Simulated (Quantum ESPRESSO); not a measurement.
# 1T-PtS2, 1 layer: cutoff convergence, part 2 of 3

Which setting serves for 1T-PtS2, 1 layer? The runs below step through one kind of setting.

Quantum ESPRESSO 7.5; plane-wave DFT, PBE, GBRV ultrasoft pseudopotentials.

So far. Step 3 (Ground state: ecutwfc 50 Ry, ecutrho 250 Ry): Counted from each run's own zero (the valence top), the vacuum level differs from the first run's by +3 meV.

### Step 4. Ground state: ecutwfc 40 Ry, ecutrho 200 Ry

c2.in

```
&control
  prefix = 'c2'
  outdir = './out'
  pseudo_dir = './pseudo'
  calculation = 'scf'
  tprnfor = .true.
/
&system
  ibrav = 0
  nat = 3
  ntyp = 2
  ecutwfc = 40
  ecutrho = 200
  occupations = 'smearing'
  smearing = 'fd'
  degauss = 0.004
  assume_isolated = 'esm'
  esm_bc = 'bc1'
/
&electrons
  conv_thr = 1e-07
  mixing_beta = 0.4
  electron_maxstep = 120
  mixing_mode = 'local-TF'
/
ATOMIC_SPECIES
  S   32.0600  s_pbe_v1.4.uspp.F.UPF
  Pt  195.0840  pt_pbe_v1.4.uspp.F.UPF
CELL_PARAMETERS angstrom
  3.57000000000000 0.00000000000000 0.00000000000000
  -1.78500000000000 3.09171069151045 0.00000000000000
  0.00000000000000 0.00000000000000 19.01408639338038
ATOMIC_POSITIONS crystal
  S   0.666666666667 0.333333333333 -0.052963007312
  Pt  0.000000000000 0.000000000000 0.000000000000
  S   0.333333333333 0.666666666667 0.052963007312
K_POINTS automatic
  12 12 1 0 0 0
```

Started as:

```bash
$ OMP_NUM_THREADS=1 mpirun -n 4 pw.x -nk 4 -in c2.in > c2.out
```

The program printed:

```text
[banner, memory and clock lines left out]
Program PWSCF v.7.5 starts
[...]
Message from routine setup:
[...]
number of electrons       =        28.00
     number of Kohn-Sham states=           18
     kinetic-energy cutoff     =      40.0000  Ry
     charge density cutoff     =     200.0000  Ry
[...]
number of k points=    19  Fermi-Dirac smearing, width (Ry)=  0.0040
[...]
Dense  grid:    67661 G-vectors     FFT dimensions: (  32,  32, 162)
[...]
negative rho (up, down):  1.817E-01 0.000E+00
     Starting wfcs are   20 randomized atomic wfcs
[...]
negative rho (up, down):  1.726E-01 0.000E+00
[...]
estimated scf accuracy    <       1.57968482 Ry
[...]
negative rho (up, down):  1.775E-01 0.000E+00
[...]
estimated scf accuracy    <       0.68724117 Ry
[...]
negative rho (up, down):  1.952E-01 0.000E+00
[...]
estimated scf accuracy    <       0.03239422 Ry
[...]
negative rho (up, down):  1.975E-01 0.000E+00
[...]
estimated scf accuracy    <       0.00913034 Ry
[...]
negative rho (up, down):  1.956E-01 0.000E+00
[...]
estimated scf accuracy    <       0.00820716 Ry
[...]
negative rho (up, down):  1.896E-01 0.000E+00
[...]
estimated scf accuracy    <       0.00382672 Ry
[...]
negative rho (up, down):  1.828E-01 0.000E+00
[...]
estimated scf accuracy    <       0.00072838 Ry
[...]
negative rho (up, down):  1.828E-01 0.000E+00
[...]
estimated scf accuracy    <       0.00582521 Ry
[...]
negative rho (up, down):  1.778E-01 0.000E+00
[...]
estimated scf accuracy    <       0.00340218 Ry
[...]
negative rho (up, down):  1.753E-01 0.000E+00
[...]
estimated scf accuracy    <       0.00160483 Ry
[...]
negative rho (up, down):  1.720E-01 0.000E+00
[...]
estimated scf accuracy    <       0.00044106 Ry
[...]
negative rho (up, down):  1.718E-01 0.000E+00
[...]
estimated scf accuracy    <       0.00000667 Ry
[...]
negative rho (up, down):  1.719E-01 0.000E+00
[...]
estimated scf accuracy    <       0.00015435 Ry
[...]
negative rho (up, down):  1.718E-01 0.000E+00
[...]
estimated scf accuracy    <       0.00012125 Ry
[...]
negative rho (up, down):  1.718E-01 0.000E+00
[...]
estimated scf accuracy    <       0.00001092 Ry
[...]
negative rho (up, down):  1.718E-01 0.000E+00
[...]
estimated scf accuracy    <       0.00000974 Ry
[...]
negative rho (up, down):  1.718E-01 0.000E+00
[...]
estimated scf accuracy    <       0.00000060 Ry
[...]
negative rho (up, down):  1.718E-01 0.000E+00
[...]
estimated scf accuracy    <       0.00000409 Ry
[...]
negative rho (up, down):  1.718E-01 0.000E+00
[...]
estimated scf accuracy    <       0.00000024 Ry
[...]
negative rho (up, down):  1.718E-01 0.000E+00
[...]
estimated scf accuracy    <       0.00000036 Ry
[...]
negative rho (up, down):  1.718E-01 0.000E+00
[...]
estimated scf accuracy    <       0.00000017 Ry
[...]
negative rho (up, down):  1.718E-01 0.000E+00
[...]
estimated scf accuracy    <       0.00000019 Ry
[...]
negative rho (up, down):  1.718E-01 0.000E+00
[...]
the Fermi energy is    -5.1694 ev
!    total energy              =    -258.92192167 Ry
     estimated scf accuracy    <       0.00000007 Ry
     smearing contrib. (-TS)   =      -0.00000002 Ry
     internal energy E=F+TS    =    -258.92192166 Ry
[...]
one-electron contribution =     401.36035241 Ry
     hartree contribution      =    -202.63124053 Ry
     xc contribution           =     -74.00820327 Ry
     ewald contribution        =    -383.64283026 Ry
     convergence has been achieved in  23 iterations
     negative rho (up, down):  1.718E-01 0.000E+00
[...]
Total force =     0.172527     Total SCF correction =     0.000644
[...]
```

Elapsed: 86 s, on 4 MPI ranks of Arm Neoverse N1, shared host; peak memory 0.54 GiB; 5.7 min of CPU time.

Read from the output:

* free energy: -3522.8122 eV
* Fermi energy: -5.169 eV
* valence top, on the run's zero: -5.911 eV
* conduction bottom, on the run's zero: -4.441 eV
* vacuum line at the lower end of the cell, over the valence top: 5.911 eV
* vacuum line at the upper end of the cell, over the valence top: 5.911 eV

The program's own clock; routines nest. Time by routine:

| routine | wall time (s) | calls |
| --- | --- | --- |
| PWSCF | 85.23 | 1 |
| electrons | 83 | 1 |
| c_bands | 52.85 | 23 |
| cegterg | 48.08 | 115 |
| h_psi | 38.07 | 1361 |
| fftw | 34.76 | 18898 |
| vloc_psi | 33.37 | 1361 |
| mix_rho | 13.55 | 23 |
| sum_band | 9.67 | 23 |
| ffts | 8.58 | 2749 |
| newd | 4.63 | 24 |
| calbec | 2.77 | 1496 |
| v_of_rho | 2.35 | 24 |
| add_vuspsi | 2.35 | 1361 |

Counted from each run's own zero (the valence top), the vacuum level differs from the first run's by +2 meV.

### Step 5. Ground state: ecutwfc 34 Ry, ecutrho 170 Ry

c3.in is the input of step 4 with these lines changed:

```diff
@@ -1,3 +1,3 @@
 &control
-  prefix = 'c2'
+  prefix = 'c3'
   outdir = './out'
@@ -11,4 +11,4 @@
   ntyp = 2
-  ecutwfc = 40
-  ecutrho = 200
+  ecutwfc = 34
+  ecutrho = 170
   occupations = 'smearing'
```

Started as:

```bash
$ OMP_NUM_THREADS=1 mpirun -n 4 pw.x -nk 4 -in c3.in > c3.out
```

The program printed:

```text
[banner, memory and clock lines left out]
Program PWSCF v.7.5 starts
[...]
Message from routine setup:
[...]
number of electrons       =        28.00
     number of Kohn-Sham states=           18
     kinetic-energy cutoff     =      34.0000  Ry
     charge density cutoff     =     170.0000  Ry
[...]
number of k points=    19  Fermi-Dirac smearing, width (Ry)=  0.0040
[...]
Dense  grid:    52769 G-vectors     FFT dimensions: (  27,  27, 150)
[...]
negative rho (up, down):  1.956E-01 0.000E+00
     Starting wfcs are   20 randomized atomic wfcs
[...]
negative rho (up, down):  1.848E-01 0.000E+00
[...]
estimated scf accuracy    <       1.59712298 Ry
[...]
negative rho (up, down):  1.860E-01 0.000E+00
[...]
estimated scf accuracy    <       0.69366140 Ry
[...]
negative rho (up, down):  2.034E-01 0.000E+00
[...]
estimated scf accuracy    <       0.03539880 Ry
[...]
negative rho (up, down):  2.076E-01 0.000E+00
[...]
estimated scf accuracy    <       0.00809141 Ry
[...]
negative rho (up, down):  2.078E-01 0.000E+00
[...]
estimated scf accuracy    <       0.00917890 Ry
[...]
negative rho (up, down):  2.023E-01 0.000E+00
[...]
estimated scf accuracy    <       0.00633762 Ry
[...]
negative rho (up, down):  1.949E-01 0.000E+00
[...]
estimated scf accuracy    <       0.00092231 Ry
[...]
negative rho (up, down):  1.949E-01 0.000E+00
[...]
estimated scf accuracy    <       0.00727330 Ry
[...]
negative rho (up, down):  1.910E-01 0.000E+00
[...]
estimated scf accuracy    <       0.00492825 Ry
[...]
negative rho (up, down):  1.865E-01 0.000E+00
[...]
estimated scf accuracy    <       0.00195071 Ry
[...]
negative rho (up, down):  1.840E-01 0.000E+00
[...]
estimated scf accuracy    <       0.00016773 Ry
[...]
negative rho (up, down):  1.838E-01 0.000E+00
[...]
estimated scf accuracy    <       0.00010589 Ry
[...]
negative rho (up, down):  1.837E-01 0.000E+00
[...]
estimated scf accuracy    <       0.00008865 Ry
[...]
negative rho (up, down):  1.836E-01 0.000E+00
[...]
estimated scf accuracy    <       0.00001868 Ry
[...]
negative rho (up, down):  1.836E-01 0.000E+00
[...]
estimated scf accuracy    <       0.00000203 Ry
[...]
negative rho (up, down):  1.835E-01 0.000E+00
[...]
estimated scf accuracy    <       0.00000174 Ry
[...]
negative rho (up, down):  1.835E-01 0.000E+00
[...]
estimated scf accuracy    <       0.00000456 Ry
[...]
negative rho (up, down):  1.835E-01 0.000E+00
[...]
estimated scf accuracy    <       0.00000055 Ry
[...]
negative rho (up, down):  1.834E-01 0.000E+00
[...]
estimated scf accuracy    <       0.00000010 Ry
[...]
negative rho (up, down):  1.834E-01 0.000E+00
[...]
the Fermi energy is    -5.1689 ev
!    total energy              =    -258.92063940 Ry
     estimated scf accuracy    <       0.00000002 Ry
     smearing contrib. (-TS)   =      -0.00000002 Ry
     internal energy E=F+TS    =    -258.92063938 Ry
[...]
one-electron contribution =     401.36118869 Ry
     hartree contribution      =    -202.62830339 Ry
     xc contribution           =     -74.01069441 Ry
     ewald contribution        =    -383.64283027 Ry
     convergence has been achieved in  20 iterations
     negative rho (up, down):  1.834E-01 0.000E+00
[...]
Total force =     0.172534     Total SCF correction =     0.000386
[...]
```

Wall time 50 s (4 MPI ranks); peak memory 0.45 GiB.

Read from the output:

* free energy: -3522.7948 eV
* valence top, on the run's zero: -5.910 eV
* gap by band count: 1.469 eV
* vacuum line at the lower end of the cell, over the valence top: 5.910 eV
* vacuum line at the upper end of the cell, over the valence top: 5.910 eV

The program's own clock; routines nest. Time by routine:

| routine | wall time (s) | calls |
| --- | --- | --- |
| PWSCF | 49.05 | 1 |
| electrons | 47.3 | 1 |
| c_bands | 28.83 | 20 |
| cegterg | 25.76 | 100 |
| h_psi | 19.19 | 1181 |
| fftw | 16.57 | 15680 |
| vloc_psi | 16.11 | 1181 |
| mix_rho | 8.14 | 20 |
| sum_band | 5.91 | 20 |
| ffts | 4.78 | 2364 |
| newd | 3.12 | 21 |
| calbec | 1.84 | 1301 |
| add_vuspsi | 1.54 | 1181 |
| s_psi | 1.49 | 1181 |

Counted from each run's own zero (the valence top), the vacuum level differs from the first run's by +1 meV.

### Step 6. Self-consistent run: ecutwfc 28 Ry, ecutrho 140 Ry

c4.in is the input of step 5 with these lines changed:

```diff
@@ -1,3 +1,3 @@
 &control
-  prefix = 'c3'
+  prefix = 'c4'
   outdir = './out'
@@ -11,4 +11,4 @@
   ntyp = 2
-  ecutwfc = 34
-  ecutrho = 170
+  ecutwfc = 28
+  ecutrho = 140
   occupations = 'smearing'
```

Started as:

```bash
$ OMP_NUM_THREADS=1 mpirun -n 4 pw.x -nk 4 -in c4.in > c4.out
```

The program printed:

```text
[banner, memory and clock lines left out]
Program PWSCF v.7.5 starts
[...]
Message from routine setup:
[...]
number of electrons       =        28.00
     number of Kohn-Sham states=           18
     kinetic-energy cutoff     =      28.0000  Ry
     charge density cutoff     =     140.0000  Ry
[...]
number of k points=    19  Fermi-Dirac smearing, width (Ry)=  0.0040
[...]
Dense  grid:    39669 G-vectors     FFT dimensions: (  25,  25, 135)
[...]
negative rho (up, down):  2.013E-01 0.000E+00
     Starting wfcs are   20 randomized atomic wfcs
[...]
negative rho (up, down):  1.878E-01 0.000E+00
[...]
estimated scf accuracy    <       1.63597410 Ry
[...]
negative rho (up, down):  1.874E-01 0.000E+00
[...]
estimated scf accuracy    <       0.71466348 Ry
[...]
negative rho (up, down):  2.045E-01 0.000E+00
[...]
estimated scf accuracy    <       0.04265258 Ry
[...]
negative rho (up, down):  2.104E-01 0.000E+00
[...]
estimated scf accuracy    <       0.00790056 Ry
[...]
negative rho (up, down):  2.121E-01 0.000E+00
[...]
estimated scf accuracy    <       0.01108473 Ry
[...]
negative rho (up, down):  2.067E-01 0.000E+00
[...]
estimated scf accuracy    <       0.00660880 Ry
[...]
negative rho (up, down):  1.990E-01 0.000E+00
[...]
estimated scf accuracy    <       0.00076925 Ry
[...]
negative rho (up, down):  1.984E-01 0.000E+00
[...]
estimated scf accuracy    <       0.00548295 Ry
[...]
negative rho (up, down):  1.936E-01 0.000E+00
[...]
estimated scf accuracy    <       0.00317038 Ry
[...]
negative rho (up, down):  1.911E-01 0.000E+00
[...]
estimated scf accuracy    <       0.00038213 Ry
[...]
negative rho (up, down):  1.869E-01 0.000E+00
[...]
estimated scf accuracy    <       0.00050575 Ry
[...]
negative rho (up, down):  1.870E-01 0.000E+00
[...]
estimated scf accuracy    <       0.00007455 Ry
[...]
negative rho (up, down):  1.869E-01 0.000E+00
[...]
estimated scf accuracy    <       0.00005998 Ry
[...]
negative rho (up, down):  1.865E-01 0.000E+00
[...]
estimated scf accuracy    <       0.00001480 Ry
[...]
negative rho (up, down):  1.865E-01 0.000E+00
[...]
estimated scf accuracy    <       0.00000120 Ry
[...]
negative rho (up, down):  1.865E-01 0.000E+00
[...]
estimated scf accuracy    <       0.00000061 Ry
[...]
negative rho (up, down):  1.865E-01 0.000E+00
[...]
estimated scf accuracy    <       0.00000068 Ry
[...]
negative rho (up, down):  1.864E-01 0.000E+00
[...]
estimated scf accuracy    <       0.00000018 Ry
[...]
negative rho (up, down):  1.864E-01 0.000E+00
[...]
estimated scf accuracy    <       0.00000011 Ry
[...]
negative rho (up, down):  1.864E-01 0.000E+00
[...]
estimated scf accuracy    <       0.00000014 Ry
[...]
negative rho (up, down):  1.864E-01 0.000E+00
[...]
the Fermi energy is    -5.1715 ev
!    total energy              =    -258.91202976 Ry
     estimated scf accuracy    <          5.3E-09 Ry
     smearing contrib. (-TS)   =      -0.00000002 Ry
     internal energy E=F+TS    =    -258.91202974 Ry
[...]
one-electron contribution =     401.37827523 Ry
     hartree contribution      =    -202.64633236 Ry
     xc contribution           =     -74.00114235 Ry
     ewald contribution        =    -383.64283026 Ry
     convergence has been achieved in  21 iterations
     negative rho (up, down):  1.864E-01 0.000E+00
[...]
Total force =     0.172815     Total SCF correction =     0.000195
[...]
```

It took 38 s on 4 MPI ranks; peak memory 0.38 GiB.

This step gave:

* free energy: -3522.6776 eV
* Fermi energy: -5.171 eV
* valence top, on the run's zero: -5.913 eV
* conduction bottom, on the run's zero: -4.444 eV
* vacuum line at the lower end of the cell, over the valence top: 5.913 eV
* vacuum line at the upper end of the cell, over the valence top: 5.913 eV

The program's own clock; routines nest. Time by routine:

| routine | wall time (s) | calls |
| --- | --- | --- |
| PWSCF | 37.83 | 1 |
| electrons | 36.42 | 1 |
| c_bands | 22.89 | 21 |
| cegterg | 20.63 | 105 |
| h_psi | 15.93 | 1146 |
| fftw | 14.27 | 15332 |
| vloc_psi | 13.72 | 1146 |
| mix_rho | 6.78 | 21 |
| ffts | 4.25 | 2503 |
| sum_band | 4.18 | 21 |
| newd | 1.61 | 22 |
| calbec | 1.35 | 1271 |
| add_vuspsi | 1.11 | 1146 |
| s_psi | 1.07 | 1146 |

Counted from each run's own zero (the valence top), the vacuum level differs from the first run's by +4 meV.

### Step 7. SCF with pw.x: ecutwfc 22 Ry, ecutrho 110 Ry

c5.in is the input of step 6 with these lines changed:

```diff
@@ -1,3 +1,3 @@
 &control
-  prefix = 'c4'
+  prefix = 'c5'
   outdir = './out'
@@ -11,4 +11,4 @@
   ntyp = 2
-  ecutwfc = 28
-  ecutrho = 140
+  ecutwfc = 22
+  ecutrho = 110
   occupations = 'smearing'
```

Started as:

```bash
$ OMP_NUM_THREADS=1 mpirun -n 4 pw.x -nk 4 -in c5.in > c5.out
```

The program printed:

```text
[banner, memory and clock lines left out]
Program PWSCF v.7.5 starts
[...]
Message from routine setup:
[...]
number of electrons       =        28.00
     number of Kohn-Sham states=           18
     kinetic-energy cutoff     =      22.0000  Ry
     charge density cutoff     =     110.0000  Ry
[...]
number of k points=    19  Fermi-Dirac smearing, width (Ry)=  0.0040
[...]
Dense  grid:    27587 G-vectors     FFT dimensions: (  24,  24, 120)
[...]
negative rho (up, down):  1.847E-01 0.000E+00
     Starting wfcs are   20 randomized atomic wfcs
[...]
negative rho (up, down):  1.735E-01 0.000E+00
[...]
estimated scf accuracy    <       1.82524346 Ry
[...]
negative rho (up, down):  1.771E-01 0.000E+00
[...]
estimated scf accuracy    <       0.79928668 Ry
[...]
negative rho (up, down):  1.940E-01 0.000E+00
[...]
estimated scf accuracy    <       0.05897839 Ry
[...]
negative rho (up, down):  2.043E-01 0.000E+00
[...]
estimated scf accuracy    <       0.00828671 Ry
[...]
negative rho (up, down):  2.087E-01 0.000E+00
[...]
estimated scf accuracy    <       0.02020611 Ry
[...]
negative rho (up, down):  2.029E-01 0.000E+00
[...]
estimated scf accuracy    <       0.00886806 Ry
[...]
negative rho (up, down):  1.938E-01 0.000E+00
[...]
estimated scf accuracy    <       0.00126272 Ry
[...]
negative rho (up, down):  1.922E-01 0.000E+00
[...]
estimated scf accuracy    <       0.00522983 Ry
[...]
negative rho (up, down):  1.873E-01 0.000E+00
[...]
estimated scf accuracy    <       0.00496852 Ry
[...]
negative rho (up, down):  1.858E-01 0.000E+00
[...]
estimated scf accuracy    <       0.00016628 Ry
[...]
negative rho (up, down):  1.815E-01 0.000E+00
[...]
estimated scf accuracy    <       0.00026628 Ry
[...]
negative rho (up, down):  1.818E-01 0.000E+00
[...]
estimated scf accuracy    <       0.00019302 Ry
[...]
negative rho (up, down):  1.814E-01 0.000E+00
[...]
estimated scf accuracy    <       0.00004716 Ry
[...]
negative rho (up, down):  1.813E-01 0.000E+00
[...]
estimated scf accuracy    <       0.00000138 Ry
[...]
negative rho (up, down):  1.813E-01 0.000E+00
[...]
estimated scf accuracy    <       0.00000048 Ry
[...]
negative rho (up, down):  1.813E-01 0.000E+00
[...]
estimated scf accuracy    <       0.00000038 Ry
[...]
negative rho (up, down):  1.812E-01 0.000E+00
[...]
the Fermi energy is    -5.1896 ev
!    total energy              =    -258.72035187 Ry
     estimated scf accuracy    <       0.00000004 Ry
     smearing contrib. (-TS)   =      -0.00000001 Ry
     internal energy E=F+TS    =    -258.72035185 Ry
[...]
one-electron contribution =     401.84856453 Ry
     hartree contribution      =    -203.03754074 Ry
     xc contribution           =     -73.88854537 Ry
     ewald contribution        =    -383.64283026 Ry
     convergence has been achieved in  17 iterations
     negative rho (up, down):  1.812E-01 0.000E+00
[...]
Total force =     0.176974     Total SCF correction =     0.000259
[...]
```

Elapsed: 25 s, on 4 MPI ranks; peak memory 0.32 GiB; 99 s of CPU time.

Read from the output:

```
free energy                                                    : -3520.0697 eV
Fermi energy                                                   : -5.190 eV
valence top, on the run's zero                                 : -5.944 eV
conduction bottom, on the run's zero                           : -4.447 eV
gap by band count                                              : 1.497 eV
vacuum line at the lower end of the cell, over the valence top : 5.944 eV
vacuum line at the upper end of the cell, over the valence top : 5.944 eV
```

The program's own clock; routines nest. Time by routine:

| routine | wall time (s) | calls |
| --- | --- | --- |
| PWSCF | 24.25 | 1 |
| electrons | 23.05 | 1 |
| c_bands | 14.47 | 17 |
| cegterg | 12.89 | 85 |
| h_psi | 10.31 | 844 |
| fftw | 9.42 | 12498 |
| vloc_psi | 9.09 | 844 |
| mix_rho | 4.43 | 17 |
| ffts | 3.02 | 1985 |
| sum_band | 2.57 | 17 |
| newd | 0.94 | 18 |
| init_run | 0.8 | 1 |
| calbec | 0.75 | 949 |
| v_of_rho | 0.68 | 18 |

Counted from each run's own zero (the valence top), the vacuum level differs from the first run's by +35 meV.

(Continued in part 3 of 3.)

[Logs are printed without paths, hosts, clocks, repeated set-up lines and the standing remarks that a program may print on its own settings, such as how far it seeks lower states.]

[Hosts, paths, dates, database ids (printed as entryN), source tags and the programs' standing remarks are cut or masked in the printed files.]

[Maps of the electrostatic potential energy from Ansatz leave out the sawtooth potential of an applied field or a dipole correction, so their vacuum need not be flat; planar profiles and work functions include it.]
